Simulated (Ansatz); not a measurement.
# Na on Ag(100): change of the work function, part 2 of 3

How does Na on the hollow site change the work function of Ag(100) as the layer fills?

Ansatz 0.2.0; plane-wave DFT, PBEsol, Ansatz PAW.

So far, work function, upper face (eV): step 2 (the clean slab) 4.28; step 3 (37 atoms, coverage 0.111 ML, cell 3x3) 2.99; step 4 (17 atoms, coverage 0.25 ML, cell 2x2) 2.15.

**5. Adsorbate added, k-mesh 5×5×1, coverage 0.5 ML**

System of this step: Na/Ag(100). The cell holds 18 atoms: 16 Ag and 2 Na. Cell: a = 5.784 Å, b = 5.784 Å, c = 26.556 Å, α = 90.0°, β = 90.0°, γ = 90.0°. Vacuum lies along c.

input.yaml

```yaml
crystal:
  lattice:
    - [5.7841334702, 0.0, 0.0]
    - [0.0, 5.7841334702, 0.0]
    - [0.0, 0.0, 26.5558250239]
  atoms:
    - { symbol: Ag, position: [0.25, 0.25, 0.3389086949] }
    - { symbol: Ag, position: [0.0, 0.0, 0.4159162816] }
    - { symbol: Ag, position: [0.25, 0.25, 0.4914493772] }
    - { symbol: Ag, position: [0.0, 0.0, 0.5652226136] }
    - { symbol: Ag, position: [0.25, 0.75, 0.3389086949] }
    - { symbol: Ag, position: [0.0, 0.5, 0.4159162816] }
    - { symbol: Ag, position: [0.25, 0.75, 0.4914493772] }
    - { symbol: Ag, position: [0.0, 0.5, 0.5652226136] }
    - { symbol: Ag, position: [0.75, 0.25, 0.3389086949] }
    - { symbol: Ag, position: [0.5, 0.0, 0.4159162816] }
    - { symbol: Ag, position: [0.75, 0.25, 0.4914493772] }
    - { symbol: Ag, position: [0.5, 0.0, 0.5652226136] }
    - { symbol: Ag, position: [0.75, 0.75, 0.3389086949] }
    - { symbol: Ag, position: [0.5, 0.5, 0.4159162816] }
    - { symbol: Ag, position: [0.75, 0.75, 0.4914493772] }
    - { symbol: Ag, position: [0.5, 0.5, 0.5652226136] }
    - { symbol: Na, position: [0.25, 0.25, 0.6610913051] }
    - { symbol: Na, position: [0.75, 0.75, 0.6610913051] }
kpoints:
  mp_grid: { grid: [5, 5, 1] }
hamiltonian:
  xc: pbesol
scf:
  occupations: { method: fermi_dirac, width: 0.1 }
  convergence: { dr2_threshold: 1.0e-08 }
efield:
  axis: 3
  dipole_correction: true
  ramp_position: 0.97
  ramp_width: 0.06
relax:
  f_tol: 0.02
  max_steps: 60
  constraints: [{ sites: [0, 1, 4, 5, 8, 9, 12, 13] }]
output:
  bader: true
  dos: { projected: true, e_range: [-8, 4] }
  write_potential: true
  write_density: true
  volumetric_format: npy
```

On the command line:

```bash
ansatz run input.yaml --threads 4 --pin off --max-ram 12288MiB --backend cpu --events-out ev --progress --plain --runs-dir out
```

Run time: 2.8 min. Hardware: 4 threads of Arm Neoverse V1, shared host; peak memory 3.7 GiB; 11 min of CPU time.

Relaxation path:

```
step  energy less that of the first step (eV)  largest force component (eV/Å)
   1                                   0.0000                          0.3691
   2                                  -0.0666                          0.3000
   3                                  -0.1377                          0.0370
   4                                  -0.1407                          0.0145
```

The run keeps the 16 symmetry operations that it works with, so distortions that break them were not tested.

The atoms that moved most (Å):

```
atom     dx     dy      dz  length
Na18  0.000  0.000  -0.279   0.279
Na17  0.000  0.000  -0.279   0.279
 Ag4  0.000  0.000   0.037   0.037
 Ag8  0.000  0.000   0.037   0.037
Ag16  0.000  0.000   0.037   0.037
Ag12  0.000  0.000   0.037   0.037
 Ag7  0.000  0.000  -0.009   0.009
Ag11  0.000  0.000  -0.009   0.009
```

The relaxation took 4 steps and lowered the energy by 0.14 eV; the largest force on the free atoms ends at 0.015 eV/Å.

The covered face has 2.38 eV, -1.90 eV against the clean one; the bare back face has moved by +0.08 eV, a measure of how thin the slab is.

**6. Work function against coverage**

This step: plane-wave DFT, PBEsol, Ansatz PAW; work function against coverage (Ansatz 0.2.0).

The runs are now put side by side.

Numbers from this step:

| Quantity | Value |
| --- | --- |
| work function of the clean face | 4.280 eV |
| largest change of the work function | -2.127 eV |

Table of work function of the covered face by coverage:

```
coverage (adsorbates/nm²)  work function of the covered face (eV)
                     0.00                                    4.28
                     1.33                                    2.99
                     2.99                                    2.15
                     5.98                                    2.38
```

The dipole per adsorbate comes from the change of the cell's dipole. Coverage, by row:

```
coverage (1/nm²)  coverage (ML)  work function (eV)  change (eV)  dipole per adsorbate, positive end outwards (debye)  mean height of the added atoms over the highest substrate atom (Å)
           1.328         0.1111               2.993       -1.287                                                2.769                                                                2.21
           2.989           0.25               2.153       -2.127                                                1.948                                                               2.179
           5.978            0.5               2.377       -1.903                                                0.881                                                                2.23
```

**7. The slab at 0.25 ML, atoms frozen**

This step: plane-wave DFT, PBEsol, Ansatz PAW (Ansatz 0.2.0).

System of this step: Na/Ag(100). The cell holds 17 atoms: 16 Ag and 1 Na. Its edges and angles: a = 5.784 Å, b = 5.784 Å, c = 26.556 Å, α = 90.0°, β = 90.0°, γ = 90.0°. Vacuum lies along c.

To see where the charge goes, the covered slab, the bare substrate and the adsorbate layer are each run at the same frozen positions and on the same grid.

input.yaml

```yaml
crystal:
  lattice:
    - [5.7841334702, 0.0, 0.0]
    - [0.0, 5.7841334702, 0.0]
    - [0.0, 0.0, 26.5558250239]
  atoms:
    - { symbol: Ag, position: [0.25, 0.25, 0.3389086949] }
    - { symbol: Ag, position: [0.0, 0.0, 0.4159162816] }
    - { symbol: Ag, position: [0.25, 0.25, 0.4915978402] }
    - { symbol: Ag, position: [-0.0019331016, -0.0019331016, 0.5661776768] }
    - { symbol: Ag, position: [0.25, 0.75, 0.3389086949] }
    - { symbol: Ag, position: [0.0, 0.5, 0.4159162816] }
    - { symbol: Ag, position: [0.25, 0.75, 0.4913150503] }
    - { symbol: Ag, position: [-0.0019331016, 0.5019331016, 0.5661776768] }
    - { symbol: Ag, position: [0.75, 0.25, 0.3389086949] }
    - { symbol: Ag, position: [0.5, 0.0, 0.4159162816] }
    - { symbol: Ag, position: [0.75, 0.25, 0.4913150503] }
    - { symbol: Ag, position: [0.5019331016, -0.0019331016, 0.5661776768] }
    - { symbol: Ag, position: [0.75, 0.75, 0.3389086949] }
    - { symbol: Ag, position: [0.5, 0.5, 0.4159162816] }
    - { symbol: Ag, position: [0.75, 0.75, 0.4912717472] }
    - { symbol: Ag, position: [0.5019331016, 0.5019331016, 0.5661776768] }
    - { symbol: Na, position: [0.25, 0.25, 0.6482308424] }
kpoints:
  mp_grid: { grid: [5, 5, 1] }
hamiltonian:
  xc: pbesol
scf:
  occupations: { method: fermi_dirac, width: 0.1 }
  convergence: { dr2_threshold: 1.0e-08 }
efield:
  axis: 3
  dipole_correction: true
  ramp_position: 0.97
  ramp_width: 0.06
output:
  write_potential: true
  write_density: true
  volumetric_format: npy
```

The job ended after 46 s (4 threads; peak memory 3.4 GiB; 3 min of CPU time).

This step gave:

| Property | Result |
| --- | --- |
| energy at zero smearing | -121827.6303 eV |
| work function, upper face | 2.154 eV |
| work function, lower face | 4.368 eV |
| dipole along the normal | 0.4094 e·Å |
| step between the vacuum levels | -2.214 eV |

The work function of the upper face is 2.15 eV.

**8. The substrate of the 0.25 ML cell alone**

System of this step: Na/Ag(100), substrate alone, atoms held. The cell holds 16 atoms: 16 Ag. Its edges and angles: a = 5.784 Å, b = 5.784 Å, c = 26.556 Å, α = 90.0°, β = 90.0°, γ = 90.0°. Vacuum lies along c.

The second part, atoms unmoved.

Edit input.yaml of step 7 so:

```diff
@@ -22,3 +22,2 @@
     - { symbol: Ag, position: [0.5019331016, 0.5019331016, 0.5661776768] }
-    - { symbol: Na, position: [0.25, 0.25, 0.6482308424] }
 kpoints:
```

The job ended after 43 s (4 threads; peak memory 3.2 GiB; 2.8 min of CPU time).

Numbers from this step:

| Property | Result |
| --- | --- |
| energy at zero smearing | -120351.2089 eV |
| work function, upper face | 4.288 eV |
| dipole along the normal | 0.002871 e·Å |

The work function of the upper face is 4.29 eV.

**9. The adsorbate layer of the 0.25 ML cell alone**

System of this step: Na/Ag(100), adsorbate layer alone, atoms held. The cell holds 1 atom: 1 Na. Its edges and angles: a = 5.784 Å, b = 5.784 Å, c = 26.556 Å, α = 90.0°, β = 90.0°, γ = 90.0°. Vacuum lies along c.

The third part; a free layer of atoms may carry a moment, so spin is on.

input.yaml, the sections that differ from step 8:

```yaml
crystal:
  lattice:
    - [5.7841334702, 0.0, 0.0]
    - [0.0, 5.7841334702, 0.0]
    - [0.0, 0.0, 26.5558250239]
  atoms:
    - { symbol: Na, position: [0.25, 0.25, 0.6482308424], spin: 1.0 }
magnetization:
  spin_polarized: true
# kpoints, hamiltonian, scf, efield, output: as in step 8
```

It took 6.6 s on 4 threads; peak memory 0.88 GiB.

Numbers from this step:

```
energy at zero smearing   : -1474.8216 eV
work function, upper face : 2.838 eV
dipole along the normal   : 2.31e-7 e·Å
```

At this spacing and smearing the free layer keeps no moment.

**10. Density difference at 0.25 ML**

This step: plane-wave DFT, PBEsol, Ansatz PAW; density difference on adsorption (Ansatz 0.2.0).

The densities of the parts are taken from that of the whole and averaged over planes; the first moment of what is left gives the step in the potential.

Numbers from this step:

| Quantity | Value |
| --- | --- |
| largest charge moved | 0.006422 e/Å² |
| potential step from the moved charge | -2.201 eV |

Planar mean, whole system less its parts. Electron density difference against z:

```
z (Å)  electron density difference (e/Å³)
    4                              2.1e-7
    5                              2.5e-6
    6                              2.1e-5
    7                              1.2e-4
    8                              6.1e-5
    9                             -3.1e-4
   10                              5.3e-5
   11                              4.9e-5
   12                             -1.4e-4
   13                              4.8e-4
   14                             -5.3e-4
   15                            -0.00195
   16                             0.00867
   17                             0.00160
   18                            -0.00321
   19                            -0.00235
   20                             -6.5e-4
   21                             -1.3e-4
   22                             -2.1e-5
   23                             -3.1e-6
   24                             -4.1e-7
```

Planar mean, whole system less its parts. The electrons moved below z by z:

```
z (Å)  electrons moved below z (e/Å²)
  4.5                          3.4e-7
  5.0                          1.2e-6
  5.5                          3.9e-6
  6.0                          1.1e-5
  6.5                          3.1e-5
  7.0                          7.7e-5
  7.5                          1.6e-4
  8.0                          2.2e-4
  8.5                          1.7e-4
  9.0                          5.0e-5
  9.5                         -1.7e-5
 10.0                         -2.7e-5
 10.5                          3.7e-5
 11.0                          4.6e-5
 11.5                          3.1e-5
 12.0                         -3.3e-5
 12.5                         -8.8e-5
 13.0                         -7.0e-5
 13.5                          9.4e-5
 14.0                          1.7e-4
 14.5                         -8.1e-4
 15.0                        -0.00189
 15.5                        -0.00234
 16.0                          6.7e-4
 16.5                         0.00475
 17.0                         0.00634
 17.5                         0.00602
 18.0                         0.00471
 18.5                         0.00298
 19.0                         0.00161
 19.5                          7.8e-4
 20.0                          3.5e-4
 20.5                          1.5e-4
 21.0                          6.0e-5
 21.5                          2.4e-5
 22.0                          8.8e-6
 22.5                          2.9e-6
 23.0                          6.5e-7
 23.5                         -1.9e-7
 24.0                         -5.0e-7
 24.5                         -6.1e-7
 25.0                         -6.5e-7
 25.5                         -6.7e-7
 26.0                         -6.7e-7
```

**11. A changed input**

This step: plane-wave DFT, PBEsol, Ansatz PAW (Ansatz 0.2.0).

System of this step: Na/Ag(100). The cell holds 18 atoms: 16 Ag and 2 Na. Cell: a = 5.784 Å, b = 5.784 Å, c = 26.556 Å, α = 90.0°, β = 90.0°, γ = 90.0°. Vacuum lies along c.

A run with a changed input: it repeats the earlier run at 0.5 ML with scf.occupations.width from 0.1 removed and scf.occupations.method from fermi_dirac to tetrahedron.

input.yaml

```yaml
crystal:
  lattice:
    - [5.7841334702, 0.0, 0.0]
    - [0.0, 5.7841334702, 0.0]
    - [0.0, 0.0, 26.5558250239]
  atoms:
    - { symbol: Ag, position: [0.25, 0.25, 0.3389086949] }
    - { symbol: Ag, position: [0.0, 0.0, 0.4159162816] }
    - { symbol: Ag, position: [0.25, 0.25, 0.4914493772] }
    - { symbol: Ag, position: [0.0, 0.0, 0.5652226136] }
    - { symbol: Ag, position: [0.25, 0.75, 0.3389086949] }
    - { symbol: Ag, position: [0.0, 0.5, 0.4159162816] }
    - { symbol: Ag, position: [0.25, 0.75, 0.4914493772] }
    - { symbol: Ag, position: [0.0, 0.5, 0.5652226136] }
    - { symbol: Ag, position: [0.75, 0.25, 0.3389086949] }
    - { symbol: Ag, position: [0.5, 0.0, 0.4159162816] }
    - { symbol: Ag, position: [0.75, 0.25, 0.4914493772] }
    - { symbol: Ag, position: [0.5, 0.0, 0.5652226136] }
    - { symbol: Ag, position: [0.75, 0.75, 0.3389086949] }
    - { symbol: Ag, position: [0.5, 0.5, 0.4159162816] }
    - { symbol: Ag, position: [0.75, 0.75, 0.4914493772] }
    - { symbol: Ag, position: [0.5, 0.5, 0.5652226136] }
    - { symbol: Na, position: [0.25, 0.25, 0.6610913051] }
    - { symbol: Na, position: [0.75, 0.75, 0.6610913051] }
kpoints:
  mp_grid: { grid: [5, 5, 1] }
hamiltonian:
  xc: pbesol
scf:
  occupations: { method: tetrahedron }
  convergence: { dr2_threshold: 1.0e-08 }
efield:
  axis: 3
  dipole_correction: true
  ramp_position: 0.97
  ramp_width: 0.06
relax:
  f_tol: 0.02
  max_steps: 60
  constraints: [{ sites: [0, 1, 4, 5, 8, 9, 12, 13] }]
output:
  bader: true
  dos: { projected: true, e_range: [-8, 4] }
  write_potential: true
  write_density: true
  volumetric_format: npy
```

It took 2.8 min on 4 threads; peak memory 3.2 GiB.

[end of part 2 of 3]

[Logs are printed without paths, hosts, clocks, repeated set-up lines and the standing remarks that a program may print on its own settings, such as how far it seeks lower states.]

[Hosts, paths, dates, database ids (printed as entryN), source tags and the programs' standing remarks are cut or masked in the printed files.]

[Maps of the electrostatic potential energy from Ansatz leave out the sawtooth potential of an applied field or a dipole correction, so their vacuum need not be flat; planar profiles and work functions include it.]
